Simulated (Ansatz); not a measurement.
# CO on Zr(0001), hcp start, 2x2 cell: work function, bands and core levels

What would XPS and UPS show for CO on Zr(0001), hcp start, 2x2 cell?

Main program and level: Ansatz 0.2.0; DFT, PBE, plane-wave PAW, default files, scalar-relativistic.

Most raw output is cut from this account.

## Step 1: The starting structure

The cell holds 4 atoms: 4 Zr. Its edges and angles: a = 3.230 Å, b = 3.230 Å, c = 22.755 Å, α = 90.0°, β = 90.0°, γ = 60.0°. It derives from Zr. Vacuum lies along c.

## Step 2: The clean face

The clean face is the reference for what the added atoms change.

Contents of input.yaml:

```yaml
crystal:
  lattice:
    - [3.23, 0.0, 0.0]
    - [1.615, 2.7972620542, 0.0]
    - [0.0, 0.0, 22.755]
  atoms:
    - { symbol: Zr, position: [0.0, 0.0, 0.670402109] }
    - { symbol: Zr, position: [0.666666667, 0.666666667, 0.556800703] }
    - { symbol: Zr, position: [0.0, 0.0, 0.443199297] }
    - { symbol: Zr, position: [0.666666667, 0.666666667, 0.329597891] }
kpoints:
  mp_grid: { grid: [18, 18, 1] }
scf:
  occupations: { method: fermi_dirac, width: 0.05 }
  n_extra_bands: 12
hamiltonian:
  xc: pbe
  pseudopotentials: { kind: paw }
output:
  forces: true
  write_potential: true
  volumetric_format: []
  dos:
    projected: true
    de: 0.05
    e_range: [-30, 12]
    method: { smearing: { sigma: 0.1, scheme: gaussian } }
efield:
  axis: 3
  dipole_correction: true
relax:
  f_tol: 0.03
  max_steps: 50
  constraints: [{ sites: [2, 3] }]
```

Started as:

```
ansatz run input.yaml --threads 8 --pin off --max-ram 20480MiB --backend cpu --events-out ev --progress --plain --runs-dir out
```

Elapsed: 10 s, on 8 threads of Arm Neoverse V1, shared host; peak memory 0.82 GiB; 76 s of CPU time.

Step by step:

```csv
step,energy less that of the first step (eV),largest force component (eV/Å)
1,0.0000,0.6210
2,-0.0241,0.5316
3,-0.0446,0.0689
4,-0.0452,0.0247
```

Forces are held to the 6 operations that the run works with; a distortion that breaks them can't arise in this run.

The atoms that moved most (Å):

```csv
atom,dx,dy,dz,length
Zr2,0.000,0.000,0.090,0.090
Zr1,0.000,0.000,-0.063,0.063
```

The relaxed structure:

```xyz
4
Lattice="3.2300 0.0000 0.0000 1.6150 2.7973 0.0000 0.0000 0.0000 22.7550" Properties=species:S:1:pos:R:3
Zr    0.0000    0.0000   15.1916
Zr    3.2300    1.8648   12.7604
Zr    0.0000    0.0000   10.0850
Zr    3.2300    1.8648    7.5000
```

Numbers from this step:

* free energy: -16733.4937 eV
* energy at zero smearing: -16733.4638 eV
* smearing term TS: 0.05965 eV
* Fermi energy: 4.186 eV
* symmetry operations: 6
* zero of energy: Fermi level
* share of occupied states in no projected shell: 0.0069 of the occupied states in the window
* DOS at the Fermi level: 7.377 states/eV/cell
* work function, upper face: 4.159 eV
* work function, lower face: 4.181 eV

The planar mean, electrostatic potential oscillates, so the rows of the table below give means over windows of 1 Å about each position, cut where the curve ends. Its maxima inside the range that stand out by 2 % of the span (Å: eV): 8.8: -0.0689, 11.4: 0.223, 13.9: -1.02. Its minima: 7.5: -18.1, 10.1: -17.9, 12.8: -17.8, 15.2: -18.1.

From the Fermi level. Table of planar mean, electrostatic potential by z; means over each step:

```csv
z (Å),"planar mean, electrostatic potential (eV)"
0,4.17
1,4.18
2,4.18
3,4.18
4,4.15
5,3.85
6,1.57
7,-10.9
8,-10.5
9,-2.32
10,-15.2
11,-3.98
12,-6.20
13,-14.0
14,-2.70
15,-14.7
16,-5.74
17,2.77
18,3.99
19,4.14
20,4.16
21,4.16
22,4.16
```

The spectra weight each projected shell by its atomic cross section (Dirac–Hartree–Slater) and angular factor, for unpolarised light with the analyser at 54.7° from the beam. Broadening, on top of any smearing of the DOS itself: a Gaussian of 0.35 eV and a Lorentzian of 0.2 eV plus 0.03 times the binding energy (full widths), Fermi edge at 300 K. Each atom is damped by exp[−depth/(λ cos θ)], θ = 75° from the normal, λ from the universal curve. Curves are cut 10 eV under the photon energy, above any shell that the free atom's threshold puts out of reach, or at the lower edge of the window: 11.2 eV at 21.2 eV, 29.1 eV at 40.8 eV, 29.1 eV at 1253.6 eV, 29.1 eV at 1486.7 eV and 29.1 eV at 8047.8 eV. Dipole terms alone, which is rough above 3 keV; no background, satellites or final-state effects.

Share of each shell in the spectrum's area (%), by photon energy:

```csv
shell,21.2 eV,40.8 eV,1253.6 eV,1486.7 eV,8047.8 eV
Zr 5s,0.2,0.4,1.2,1.3,3.2
Zr 4p,0.0,70.0,85.6,87.2,94.4
Zr 4d,99.7,29.6,13.2,11.4,2.3
```

Cross sections used, in Mb an electron:

```csv
shell,21.2 eV,40.8 eV,1253.6 eV,1486.7 eV,8047.8 eV
Zr 5s,0.033,0.038,3.0e-4,2.2e-4,7.7e-6
Zr 4p,-,1.0,0.0033,0.0024,3.5e-5
Zr 4d,5.5,0.79,9.3e-4,5.6e-4,1.5e-6
```

At the Fermi level the DOS is 7.38 states/eV a cell, and on the broadened curves Zr 4d holds 86 % of the total there.

## Step 3: Relaxation

System of this step: Zr16CO. The cell holds 18 atoms: 1 O, 1 C and 16 Zr. Cell: a = 6.460 Å, b = 6.460 Å, c = 25.065 Å, α = 90.0°, β = 90.0°, γ = 60.0°. It derives from Zr. How the cell was made: adsorbate; added: CO; site: hcp; coverage 0.25 monolayer; cell: 2x2; on one face. Regions: ad, 2 atoms (1 O and 1 C); L1, 4 atoms (4 Zr); L2, 4 atoms (4 Zr); L3, 4 atoms (4 Zr); rest, 4 atoms (4 Zr). Vacuum lies along c.

The cut or typed positions aren't at rest, and spectra shift with geometry, so the relaxation comes first. 8 atoms are held to stand for the bulk. A dipole correction cancels the field between unlike faces.

Contents of input.yaml:

```yaml
crystal:
  lattice:
    - [6.46, 0.0, 0.0]
    - [3.23, 5.5945241084, 0.0]
    - [0.0, 0.0, 25.065]
  atoms:
    - { symbol: O, position: [0.333711765, 0.333333333, 0.700777977] }
    - { symbol: C, position: [0.335055465, 0.333333333, 0.654498304] }
    - { symbol: Zr, position: [0.0, 0.0, 0.608617594] }
    - { symbol: Zr, position: [0.5, 0.0, 0.608617594] }
    - { symbol: Zr, position: [0.0, 0.5, 0.608617594] }
    - { symbol: Zr, position: [0.5, 0.5, 0.608617594] }
    - { symbol: Zr, position: [0.833333333, 0.333333333, 0.505485737] }
    - { symbol: Zr, position: [0.333333333, 0.333333333, 0.505485737] }
    - { symbol: Zr, position: [0.833333333, 0.833333333, 0.505485737] }
    - { symbol: Zr, position: [0.333333333, 0.833333333, 0.505485737] }
    - { symbol: Zr, position: [0.0, 0.0, 0.40235388] }
    - { symbol: Zr, position: [0.5, 0.0, 0.40235388] }
    - { symbol: Zr, position: [0.0, 0.5, 0.40235388] }
    - { symbol: Zr, position: [0.5, 0.5, 0.40235388] }
    - { symbol: Zr, position: [0.833333333, 0.333333333, 0.299222023] }
    - { symbol: Zr, position: [0.333333333, 0.333333333, 0.299222023] }
    - { symbol: Zr, position: [0.833333333, 0.833333333, 0.299222023] }
    - { symbol: Zr, position: [0.333333333, 0.833333333, 0.299222023] }
kpoints:
  mp_grid: { grid: [6, 6, 1] }
scf:
  occupations: { method: fermi_dirac, width: 0.05 }
  n_extra_bands: 14
hamiltonian:
  xc: pbe
  pseudopotentials: { kind: paw }
output:
  forces: true
  write_potential: true
  volumetric_format: []
efield:
  axis: 3
  dipole_correction: true
relax:
  f_tol: 0.03
  max_steps: 45
  constraints: [{ sites: [10, 11, 12, 13, 14, 15, 16, 17] }]
```

Run time: 13 min. Hardware: 8 threads; peak memory 4.4 GiB.

Step by step (22 of 25):

```csv
step,energy less that of the first step (eV),largest force component (eV/Å)
1,0.0000,6.3795
2,-0.7873,1.0244
3,-0.9204,1.0481
4,-0.9410,0.6279
6,-0.9634,0.3163
7,-0.9696,0.2160
8,-0.9746,0.4098
9,-0.9201,2.8399
10,-0.9879,0.6757
11,-1.0089,1.1070
12,-1.0700,1.1118
14,-1.4022,0.9278
15,-1.5993,0.7908
16,-1.7449,0.3978
17,-1.8545,0.2768
18,-1.9257,0.6664
19,-1.9892,0.8899
20,-2.0790,0.1943
22,-2.1064,0.1233
23,-2.1141,0.0425
24,-2.1149,0.0614
25,-2.1155,0.0220
```

Relaxation steps 9, 21 were tried and not accepted.

The atoms that moved most (Å):

```csv
atom,dx,dy,dz,length
O1,-1.348,-0.777,-1.060,1.883
Zr6,-0.129,-0.075,0.152,0.213
Zr3,0.163,0.094,0.083,0.205
C2,-0.155,-0.083,-0.011,0.176
Zr4,0.095,-0.054,-0.089,0.140
Zr10,-0.029,-0.067,0.120,0.140
Zr5,0.001,0.109,-0.089,0.140
Zr7,-0.072,0.008,0.120,0.140
```

Numbers from this step:

```
free energy               : -67753.4517 eV
energy at zero smearing   : -67753.3466 eV
smearing term TS          : 0.2101 eV
Fermi energy              : 3.559 eV
symmetry operations       : 1
work function, upper face : 4.268 eV
work function, lower face : 4.221 eV
```

The relaxation ends 118 meV an atom lower, with a largest force component of 0.022 eV/Å on the free atoms. For the work function, upper face, step 2 gave 4.16 eV; this run, with 18 atoms, gives 4.27 eV (+3 %).

## Step 4: Layer-resolved bands, DOS and potential

The main run: bands along the zone's path, each state's share in the top and middle regions, the DOS and the planar potential. The cell holds 4 small cells, so the bands are unfolded.

Contents of input.yaml:

```yaml
crystal:
  lattice:
    - [6.46, 0.0, 0.0]
    - [3.23, 5.5945241084, 0.0]
    - [0.0, 0.0, 25.065]
  atoms:
    - { symbol: O, position: [0.1944777998, 0.1944557861, 0.658481294] }
    - { symbol: C, position: [0.3185280016, 0.3184934014, 0.6540588948] }
    - { symbol: Zr, position: [0.0167763631, 0.0167643233, 0.6119124771] }
    - { symbol: Zr, position: [0.5194782875, -0.0096478126, 0.6050814314] }
    - { symbol: Zr, position: [-0.0095752166, 0.5194467129, 0.6050774464] }
    - { symbol: Zr, position: [0.4866835931, 0.4866647752, 0.6147016064] }
    - { symbol: Zr, position: [0.8214682617, 0.3347678184, 0.5102668166] }
    - { symbol: Zr, position: [0.3269460181, 0.326963692, 0.5045630592] }
    - { symbol: Zr, position: [0.8400048077, 0.8400196062, 0.5058927222] }
    - { symbol: Zr, position: [0.3347529481, 0.821402481, 0.5102741817] }
    - { symbol: Zr, position: [0.0, 0.0, 0.40235388] }
    - { symbol: Zr, position: [0.5, 0.0, 0.40235388] }
    - { symbol: Zr, position: [0.0, 0.5, 0.40235388] }
    - { symbol: Zr, position: [0.5, 0.5, 0.40235388] }
    - { symbol: Zr, position: [0.833333333, 0.333333333, 0.299222023] }
    - { symbol: Zr, position: [0.333333333, 0.333333333, 0.299222023] }
    - { symbol: Zr, position: [0.833333333, 0.833333333, 0.299222023] }
    - { symbol: Zr, position: [0.333333333, 0.833333333, 0.299222023] }
kpoints:
  mp_grid: { grid: [6, 6, 1] }
scf:
  occupations: { method: fermi_dirac, width: 0.05 }
  n_extra_bands: 24
hamiltonian:
  xc: pbe
  pseudopotentials: { kind: paw }
output:
  forces: true
  write_potential: true
  volumetric_format: []
  efg: { contact_densities: true }
  dos:
    projected:
      site_lists:
        adsorbate: [0, 1]
        layer_1: [2, 3, 4, 5]
        layer_2: [6, 7, 8, 9]
        layer_3: [10, 11, 12, 13]
        other_layers: [14, 15, 16, 17]
    de: 0.05
    e_range: [-30, 12]
    method: { smearing: { sigma: 0.15, scheme: gaussian } }
  eigenstates:
    kpoints:
      - [0.33333333, -0.33333333, 0.0]
      - [0.25, -0.375, 0.0]
      - [0.16666667, -0.41666667, 0.0]
      - [0.08333333, -0.45833333, 0.0]
      - [0.0, 0.5, 0.0]
      - [-0.08333333, 0.45833333, 0.0]
      # [... 29 more points ...]
      - [0.25, 0.5, 0.0]
      - [0.29166667, -0.41666667, 0.0]
    e_range: [-8.0, 4.0]
    unfold:
      supercell_matrix: [[2, 0, 0], [0, 2, 0], [0, 0, 1]]
      layers:
        axis: 3
        edges: [0.139637, 0.429333, 0.429433, 0.559849, 0.577484, 0.818065]
efield:
  axis: 3
  dipole_correction: true
```

It took 2.7 min on 8 threads; peak memory 6.9 GiB.

Numbers from this step:

```yaml
fermi_energy: 3.560 eV
share_of_occupied_states_in_no_projected_shell: 0.0071 of the occupied states in the window
dos_at_the_fermi_level: 25.65 states/eV/cell
```

A(k,E), total over k along the path and E. Zero: Fermi level.

Ten even steps from '_' (0.0 eV⁻¹) to '@' (10.4 eV⁻¹), each cell a mean:
```
____..::::::....--++++++++++++++==::::::::--------::..______
__....::::::::::----**%%@@@@##==--::::--==----::----::::..__
::----::::::----::--++++====++==--------::......::::------::
++++==----::::::--==--::::::--====--::::::........::----==++
::::----::::::----::..........::----::....________..::--::::
==============--::..____________..::----::::::::::::::::--==
++==--------::..__________________....::::::::::::::::--==++
--------::::::..__________________..................::------
....::--::....::::..____________..::::::::::::::::------....
______........__..::....____............::--======--::______
__________......__..............__......::::::::..__________
____________..__..____......____........____________________
______________..__....______....____..______________________
________________..____......____....________________________
__________________..__________..____________________________
____________________..........______________________________
____________________________________________________________
____________________________________________________________
____________________________________________________________
____________________________________________________________
____________________________________________________________
____________________________________________________________
```
Columns: k along the path (Å⁻¹) from 0 to 3.07; rows upwards: E (eV) from -7.7 to 1.50.

A(k,E), top over k along the path and E. Zero: Fermi level.

Ten even steps from '0' (0.01 eV⁻¹) to '9' (1.75 eV⁻¹), each cell a mean:
```
122233224666777652223333333211
223322233579997533334333333322
444333334565445533333222234444
554443334433333443332222223455
333333344321112334422111112333
333344432211111223332222232222
443333321111221111222233222334
333333332100000113322111122333
333332344321112343334433444433
111222212333333332223445443211
000001110122332111112222211000
000000001000100000000000000000
000000000000000000000000000000
000000000000000000000000000000
000000000000000000000000000000
000000000000000000000000000000
000000000000000000000000000000
111122222322222222222111111221
000000001111211111111111110000
444444444444444444444333344444
011110000111221111111111110000
000000000000000000000000000000
```
Columns: k along the path (Å⁻¹) from 0 to 3.07; rows upwards: E (eV) from -7.7 to 1.50.

A(k,E), middle over k along the path and E. Zero: Fermi level.

Ten even steps from '_' (0.00 eV⁻¹) to '@' (2.87 eV⁻¹), each cell a mean:
```
____..::::::::::--++**++++++++++==::::::--==----::::....____
____....::::::------++%%@@@@##==------==++====----::::..____
..::::::::------::--++++++++++==--------::::::::::--::..::..
------==----::::--==--::....::----::::............::==------
::::--::......::--::....__....::----::......______..::==--::
**++==------==--::..____________..----------------------==++
%%**++====----..__________________....::::::::::::::::--**%%
--====------::::__________________..::::............::====--
..::--==--::..::::..____________..::::::::::::::::--====::..
______..::::..__........____......____..::--====++==::______
__________::....____..........____....::------::::..________
____________::....______________......::____________________
______________::__....______....__....______________________
________________::____........__....________________________
__________________::..________::..__________________________
____________________..::::::::______________________________
____________________________________________________________
____________________________________________________________
____________________________________________________________
____________________________________________________________
____________________________________________________________
____________________________________________________________
```
Columns: k along the path (Å⁻¹) from 0 to 3.07; rows upwards: E (eV) from -7.7 to 1.50.

A(k,E), bottom over k along the path and E. Zero: Fermi level.

Ten even steps from '_' (0.00 eV⁻¹) to '@' (5.53 eV⁻¹), each cell a mean:
```
______..::::....::++++======++++--......::----------..______
______::::....::::--**%%@@@@##==--::::::----::::::::--..____
::----::::::::::::--++======++==--::::::..........::--====::
##++==--::....::--==--::::::--====------::........::::::==##
..::::--::::----==::..........::----::..____________..::::..
==----==++++==--..______________..::--::..............::--==
==----------::..____________________..::::::::::::::::--====
::----::........____________________................::--::::
____..::::..__....________________....::::::::..::----::..__
________......__....__________......__..::--------::..______
__________......__..::..__......____..............__________
____________..__..____......____........____________________
______________..__....______....____________________________
________________..____......____..__________________________
__________________..__________..____________________________
____________________..........______________________________
____________________________________________________________
____________________________________________________________
____________________________________________________________
____________________________________________________________
____________________________________________________________
____________________________________________________________
```
Columns: k along the path (Å⁻¹) from 0 to 3.07; rows upwards: E (eV) from -7.7 to 1.50.

(Continued in part 2 of 3.)

[Logs are printed without paths, hosts, clocks, repeated set-up lines and the standing remarks that a program may print on its own settings, such as how far it seeks lower states.]

[Hosts, paths, dates, database ids (printed as entryN), source tags and the programs' standing remarks are cut or masked in the printed files.]

[Maps of the electrostatic potential energy from Ansatz leave out the sawtooth potential of an applied field or a dipole correction, so their vacuum need not be flat; work functions include it.]
